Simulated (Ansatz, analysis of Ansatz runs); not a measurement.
# MgH2 (Pbcn), nudged elastic band: V_H hop (2.6 Å) (q = +1), part 3 of 3

Wanted: path and barrier of a jump of H in MgH2 (Pbcn) at charge +1. The case: V_H hop (2.6 Å), in a cell of 192 host atoms with 1 H taken out.

Ansatz 0.2.0; plane-wave PAW DFT, PBEsol; nudged elastic band between two relaxed defect structures at fixed charge in a uniform background.

So far: Starting point; Relaxation of the start point, charge +1; Relaxation of the end point, charge +1; Nudged elastic band, charge +1.

### Step 4. Nudged elastic band, charge +1 (continued)

Track of the atom that was set to move:

```
image  x (Å)  y (Å)  z (Å)  nearest neighbour  distance (Å)
    0  5.796  11.38  7.834                 Mg          1.92
    1  6.247  11.58  8.165                 Mg         1.982
    2   6.71  11.65  8.568                 Mg         1.971
    3  7.178  11.58   8.96                 Mg          1.98
    4  7.626  11.38   9.29                 Mg          1.92
```

The band met its tolerance of 0.04 eV/Å after 6 iterations, with image 2 on top (the start counts as 0). H118, which moves farthest between the ends, has 3 Mg at 1.92 to 2.00 Å nearest at the start and 1 Mg at 1.97 Å at the top.

### Step 5. Single point at the top of the path, PBEsol

A single point at the top of the band gives the levels near the gap and the populations there.

This step: plane-wave PAW DFT, PBEsol; single point of a defect supercell on a structure of the PBEsol path.

File qp1_c192k1s.top.probe/input.yaml:

```yaml
crystal:
  lattice:
    - [0.0, 10.78733868, 9.78929187]
    - [8.95206104, 0.0, 9.78929187]
    - [8.95206104, 10.78733868, 0.0]
  atoms:
    - { symbol: Mg, position: [0.02047818, 0.35553842, 0.39468492] }
    - { symbol: Mg, position: [0.27093663, 0.10394034, 0.14608934] }
[... 27 atom lines left out ...]
    - { symbol: Mg, position: [0.46666093, 0.15129844, 0.6180503] }
[... 3 atom lines left out ...]
    - { symbol: H, position: [0.3936085, 0.31360806, 0.54774137] }
[... 62 atom lines left out ...]
    - { symbol: Mg, position: [0.51118097, 0.3636692, 0.38630676] }
[... 3 atom lines left out ...]
    - { symbol: Mg, position: [0.74284775, 0.38873973, 0.34194294] }
[... 2 atom lines left out ...]
    - { symbol: Mg, position: [0.77951, 0.10654521, 0.39523471] }
[... 6 atom lines left out ...]
    - { symbol: H, position: [0.67265306, 0.36956983, 0.26914649] }
[... 3 atom lines left out ...]
    - { symbol: H, position: [0.82132744, 0.22830377, 0.38119373] }
[... 2 atom lines left out ...]
    - { symbol: H, position: [0.60292788, 0.27230152, 0.47724301] }
[... 7 atom lines left out ...]
    - { symbol: Mg, position: [0.51990695, 0.3434859, 0.65473393] }
[... 3 atom lines left out ...]
    - { symbol: H, position: [0.73304311, 0.05857589, 0.56428865] }
[... 1 atom line left out ...]
    - { symbol: H, position: [0.6890284, 0.2689608, 0.60812301] }
[... 7 atom lines left out ...]
    - { symbol: H, position: [0.50550905, 0.19403121, 0.69685994] }
[... 50 atom lines left out ...]
    - { symbol: H, position: [0.85363886, 0.93478727, 0.69882013] }
total_charge: 1
basis:
  ecutwfc: 420
  xc_grid: 2
hamiltonian:
  xc: pbesol
kpoints:
  mp_grid: { grid: [1, 1, 1], shift: [0.25, 0.25, 0.25] }
scf:
  occupations: { method: fixed }
  max_iter: 120
output:
  forces: true
  eigenvalues: true
  eigenstates: { localisation: true }
  populations: true
  write_density: true
  write_potential: true
  volumetric_format: npy
  elf: true
checkpoint:
  write: "../qp1_c192k1s.top.probe.run"
  compress: false
  write_wavefunctions: false
  write_every: 100000
```

Command:

```bash
$ ansatz run input.yaml --threads 32 --pin off --max-ram 84787MiB --backend cuda --events-out ev --progress --plain --runs-dir out --max-vram 78GiB
```

Numbers of over 12 decimals in the logs are rounded to 6 here.

Output:

```text
[...]
Crystal: 191 atoms, lattice volume = 1890.683 Å³
Basis set: ecut = 420 eV, 36997 PW (Γ), exchange–correlation on 200×180×192 points (8 copies of the dense FFT grid, shifted against one another)
Bands: 574, of which v1, the nominal top of the filled ones, is band 383 counted from 1 (382 counted from 0)
Symmetry: 1 space group operations
[...]
k-points: 1
[...]
SCF iter   1: F=—  HF=-124397.258196 eV  |F-HF|=—  |Δ(HF+E_count)|=         —  Δρ=7.53e-3  dr2=8.46e-1  ethr=1.77e-3  ⟨swp⟩=5.0  Hψ=2080  notcnv=0  defer=188
[...]
SCF iter   7: F=-124396.946724 eV  HF=-124396.946724 eV  |F-HF|=1.15e-9  |Δ(HF+E_count)|=   8.94e-8  Δρ=3.67e-7  dr2=2.87e-9  ethr=1.31e-11  ⟨swp⟩=25.0  Hψ=6084  notcnv=0
SCF 1 converged in 7 iterations: F = -124396.946724 eV  dr2 = 2.87e-9
[...]
SCF converged after 7 iterations
Free energy (F): -124396.946724 eV
[...]
Internal energy: -124396.946724 eV  (E = F + TS)
E sigma→0 (E₀):  -124396.946724 eV
Fermi energy:    2.255124 eV
[...]
--- Löwdin populations: 191 sites ---
  site symbol       q [e]
     0     Mg      8.5711
     1     Mg      8.5674
  [... 27 atoms left out ...]
    29     Mg      8.5743
  [... 3 atoms left out ...]
    33      H      1.6695
  [... 62 atoms left out ...]
    96     Mg      8.6097
  [... 3 atoms left out ...]
   100     Mg      8.5740
  [... 2 atoms left out ...]
   103     Mg      8.5770
  [... 6 atoms left out ...]
   110      H      1.6696
  [... 3 atoms left out ...]
   114      H      1.6749
  [... 2 atoms left out ...]
   117      H      1.6301
  [... 7 atoms left out ...]
   125     Mg      8.5772
  [... 13 atoms left out ...]
   139      H      1.6748
  [... 51 atoms left out ...]
  spilling = 0.007317 (of n_electrons = 766.000000)
```

Wall time 2.6 s (1 × NVIDIA GB200 with 32 threads of Arm Neoverse V2, shared host); peak memory 1.8 GiB.

Read from the output:

```yaml
free_energy: -124396.9467 eV
```

From eigenstates.tsv, first k-point; energies on the run's zero. The participation number counts the atoms that a state is spread over, of 191; bands count from 0.

```
spin  band  energy (eV)  occupation  participation  largest share on  share
both   377        1.940        2.00           79.9              H118   0.05
both   378        1.979        2.00           90.5              H181   0.03
both   379        2.006        2.00           97.4              H133   0.02
both   380        2.029        2.00           99.2              H118   0.03
both   381        2.115        2.00           81.0              H118   0.06
both   382        2.255        2.00          135.1               H40   0.02
both   383        5.254        0.00           21.3              H118   0.15
both   384        5.947        0.00          186.1              H118   0.01
both   385        6.055        0.00          183.5              H114   0.01
both   386        6.238        0.00          180.0              Mg97   0.01
both   387        6.405        0.00          164.3               H62   0.01
```

Under PBEsol at one point at (¼, ¼, ¼), the highest filled state is spread over 135 of 191 atoms, and the lowest empty one, 3.00 eV above it, is spread over 21 of 191 atoms.

Löwdin populations of the atoms near the centre, and their excess over far atoms of the same element, which can also hold differences between inequivalent host sites (the log counts sites from 0):

```
 atom  distance from the centre (Å)  electrons  excess
 H118                          0.29      1.630  -0.039
 Mg97                          1.69      8.610   0.040
 H111                          2.27      1.670   0.001
  H34                          2.27      1.669   0.001
 Mg30                          2.54      8.574   0.005
Mg101                          2.54      8.574   0.004
Mg104                          2.58      8.577   0.007
Mg126                          2.58      8.577   0.008
```

The distance between the highest filled and the lowest empty level goes from 3.10 eV at the start to 3.00 eV at the top.

### Step 6. Results

- barrier forward: 0.34 eV
- barrier backward: 0.34 eV
- end less start: 0.00 eV
- hop length: 2.34 Å
- band iterations, as the log counts them: 6

In words: The top of the band lies 0.34 eV above the start and 0.34 eV above the end, which are alike in energy and neighbours. For hydrogen, zero-point energy and tunnelling change the rate much, so no rate follows from this barrier alone. The order of the top as a saddle was not checked for all atoms, so a bent path could be lower. No image-charge correction is applied; it largely cancels along a path if the charge stays localised alike. What this leaves open: one k-point off the zone centre stands for the whole zone.

[Logs are printed without paths, hosts, clocks, repeated set-up lines and the standing remarks that a program may print on its own settings, such as how far it seeks lower states.]

[Hosts, paths, dates, database ids (printed as entryN), source tags and the programs' standing remarks are cut or masked in the printed files.]
